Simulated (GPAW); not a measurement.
## How the form of the self-energy moves the gap of SnO (Romarchite)

Wanted: the gap of SnO (Romarchite) under several approximations, with cost.

Main program and level: GPAW 26.7.0; LDA and many-body steps on it, plane waves.

Report form: the programs' logs are mostly left out.

## (1) The structure

It takes space group P4/nmm (No. 129, tetragonal). The conventional cell has a = 3.799 Å, b = 3.799 Å, c = 4.841 Å, α = 90.00°, β = 90.00°, γ = 90.00°. Nearest to Sn lie 4 O at 2.22 Å. Nearest to O lie 4 Sn at 2.22 Å. Farther neighbours and most contacts between anions are not listed.

Coordinates:

```cif
data_structure
_symmetry_space_group_name_H-M 'P 1'
_symmetry_Int_Tables_number 1
_cell_length_a 3.7986
_cell_length_b 3.7986
_cell_length_c 4.8408
_cell_angle_alpha 90.000
_cell_angle_beta 90.000
_cell_angle_gamma 90.000
_cell_volume 69.85
loop_
_atom_site_label
_atom_site_type_symbol
_atom_site_fract_x
_atom_site_fract_y
_atom_site_fract_z
_atom_site_occupancy
Sn1 Sn 0.50000 0.00000 0.23690 1
Sn2 Sn 0.00000 0.50000 0.76310 1
O3 O 0.00000 0.00000 0.00000 1
O4 O 0.50000 0.50000 0.00000 1
```

The cell and positions come from the Crystallography Open Database and are kept as given unless a step says otherwise.

## (2) Empty states on the mesh, 4×4×2 mesh, 93 bands

This step: GPAW 26.7.0; DFT, LDA, plane waves, PAW.

The sums over transitions need many empty states on a uniform mesh; this step solves for them.

Contents of run.py:

```python
import json
import numpy as np
from gpaw.mpi import world
from gpaw import GPAW

calc = GPAW('gs.gpw').fixed_density(kpts={'size': (4, 4, 2), 'gamma': True},
    nbands=108,
    convergence={'bands': 93},
    txt='nscf.txt')
calc.write('full.gpw', mode='all')
res = {}
kpts = calc.get_ibz_k_points()
res['kpts'] = kpts
res['eigenvalues'] = [calc.get_eigenvalues(kpt=k) for k in range(len(kpts))]
res['n_electrons'] = calc.get_number_of_electrons()

if world.rank == 0:
    with open('result.json', 'w') as f:
        json.dump(res, f, default=lambda x: x.tolist())
```

Command:

```sh
$ mpirun -n 4 gpaw python run.py
```

The job ended after 22 s (4 MPI ranks of Arm Neoverse V1, shared host; peak memory 0.91 GiB; 89 s of CPU time).

Numbers from this step:

```
gap                                                           : 0.1472 eV
k of the valence top                                          : 0, 0, 0
k of the conduction bottom                                    : 0.5, 0.5, 0
least direct gap                                              : 1.990 eV
k points computed                                             : 12
lowest point of the top converged band, above the valence top : 50.0402 eV
```

On this mesh the gap is 0.147 eV.

## (3) G0W0, Godby-Needs plasmon pole

G0W0 replaces the xc potential by the self-energy, built once from these orbitals. Only a window of levels is corrected, while the sums run over the empty bands that the input names.

This step: G0W0 on LDA, plane waves, PAW.

Contents of run.py:

```python
import json
import numpy as np
from gpaw.mpi import world
from gpaw.response.g0w0 import G0W0

gw = G0W0('full.gpw',
    filename='gw',
    kpts=[0, 10],
    bands=(18, 22),
    ecut=65,
    nbands=83,
    integrate_gamma='WS',
    ppa=True)
gw.calculate()
res = {mode: {k: v for k, v in r.items() if k != 'sigma_eskwn'}
       for mode, r in gw.all_results.items()}

if world.rank == 0:
    with open('result.json', 'w') as f:
        json.dump(res, f, default=lambda x: x.tolist())
```

Command:

```sh
$ mpirun -n 4 gpaw python run.py
```

It took 30 s on 4 MPI ranks; peak memory 1.2 GiB.

Numbers from this step:

```yaml
g0w0_gap_on_the_points_computed: 0.01700 eV
least_direct_g0w0_gap_on_the_computed_points: 2.452 eV
z_at_the_valence_top: 0.7910
z_at_the_conduction_bottom: 0.8155
starting_gap_on_the_mesh: 0.1472 eV
k_of_the_valence_top: 0, 0, 0
k_of_the_conduction_bottom: 0.5, 0.5, 0
```

The gap on the mesh goes from 0.15 eV to 0.02 eV, a correction of −0.13 eV.

## (4) G0W0, full frequency, Hilbert transform

run.py: that of step 3 with these lines changed.

```diff
@@ -12,3 +12,5 @@
     integrate_gamma='WS',
-    ppa=True)
+    frequencies={'type': 'nonlinear', 'domega0': 0.1, 'omega2': 15.0},
+    eta=0.1,
+    nblocksmax=True)
 gw.calculate()
```

Command:

```sh
$ mpirun -n 4 gpaw python run.py
```

Wall time 45 s (4 MPI ranks); peak memory 1.3 GiB; 3 min of CPU time.

Numbers from this step:

| Property | Result |
| --- | --- |
| G0W0 gap on the points computed | 0.07018 eV |
| least direct G0W0 gap on the computed points | 2.456 eV |
| Z at the valence top | 0.7613 |
| Z at the conduction bottom | 0.7874 |
| starting gap on the mesh | 0.1472 eV |
| k of the valence top | 0, 0, 0 |
| k of the conduction bottom | 0.5, 0.5, 0 |

Against G0W0 in GPAW (4×4×2 mesh, 83 bands, screening to 65 eV, Godby-Needs plasmon pole), the gap moves by +0.053 eV.

## (5) G0W0, multipole

run.py: that of step 4 with these lines changed.

```diff
@@ -12,5 +12,3 @@
     integrate_gamma='WS',
-    frequencies={'type': 'nonlinear', 'domega0': 0.1, 'omega2': 15.0},
-    eta=0.1,
-    nblocksmax=True)
+    mpa={'npoles': 4, 'wrange': [0, 40], 'varpi': 20.0, 'eta0': 0.01, 'eta_rest': 1.0, 'alpha': 1})
 gw.calculate()
```

Command:

```sh
$ mpirun -n 4 gpaw python run.py
```

The job ended after 34 s (4 MPI ranks; peak memory 1.3 GiB; 2.2 min of CPU time).

Numbers from this step:

* G0W0 gap on the points computed: 0.07775 eV
* least direct G0W0 gap on the computed points: 2.471 eV
* starting gap on the mesh: 0.1472 eV
* k of the valence top: 0, 0, 0
* k of the conduction bottom: 0.5, 0.5, 0

Against G0W0 in GPAW (4×4×2 mesh, 83 bands, screening to 65 eV, Godby-Needs plasmon pole), the gap moves by +0.061 eV.

## (6) Side by side

Times are wall times on 4 MPI ranks of Arm Neoverse V1, shared host, good to a factor of about two.

| run | mesh | bands | screening cutoff (eV) | DFT gap (eV) | gap on the mesh (eV) | direct (eV) | time |
| --- | --- | --- | --- | --- | --- | --- | --- |
| G0W0, Godby-Needs plasmon pole | 4×4×2 | 83 | 65 | 0.147 | 0.017 | 2.452 | 30 s |
| G0W0, full frequency, Hilbert transform | 4×4×2 | 83 | 65 | 0.147 | 0.070 | 2.456 | 45 s |
| G0W0, multipole | 4×4×2 | 83 | 65 | 0.147 | 0.078 | 2.471 | 34 s |

## (7) Summary of results

* G0W0, Godby-Needs plasmon pole: 0.017 eV
* G0W0, full frequency, Hilbert transform: 0.070 eV
* G0W0, multipole: 0.078 eV
* known limits: not at the basis limit; no spin-orbit coupling; coarse k mesh

**Reading.** G0W0, full frequency, Hilbert transform: +0.053 eV against G0W0, Godby-Needs plasmon pole. G0W0, multipole: +0.061 eV against G0W0, Godby-Needs plasmon pole. Bands and cutoff are finite, so the gap is not at the basis limit. The miss can reach some tenths of an eV and take either sign; the mesh is an error of its own. These stock PAW sets were not made for GW. In the G0W0 runs levels were corrected at 2 k points alone, so a gap called «on the mesh» is the least over those, and an edge elsewhere would be missed. The 4×4×2 mesh is coarse for this cell, which bears on the long-range parts of exchange and screening. The many-body steps are scalar-relativistic: spin-orbit coupling is not in them.

[Paths, hosts, dates, memory and timing lines, banners, echoed tables and standing remarks are left out of the program output.]

[Logs are printed without paths, hosts, clocks, repeated set-up lines and the standing remarks that a program may print on its own settings, such as how far it seeks lower states.]

[Runs of the session that timed out or met a known fault of the program may be left out.]

[Hosts, paths, dates, database ids (printed as entryN), source tags and the programs' standing remarks are cut or masked in the printed files.]
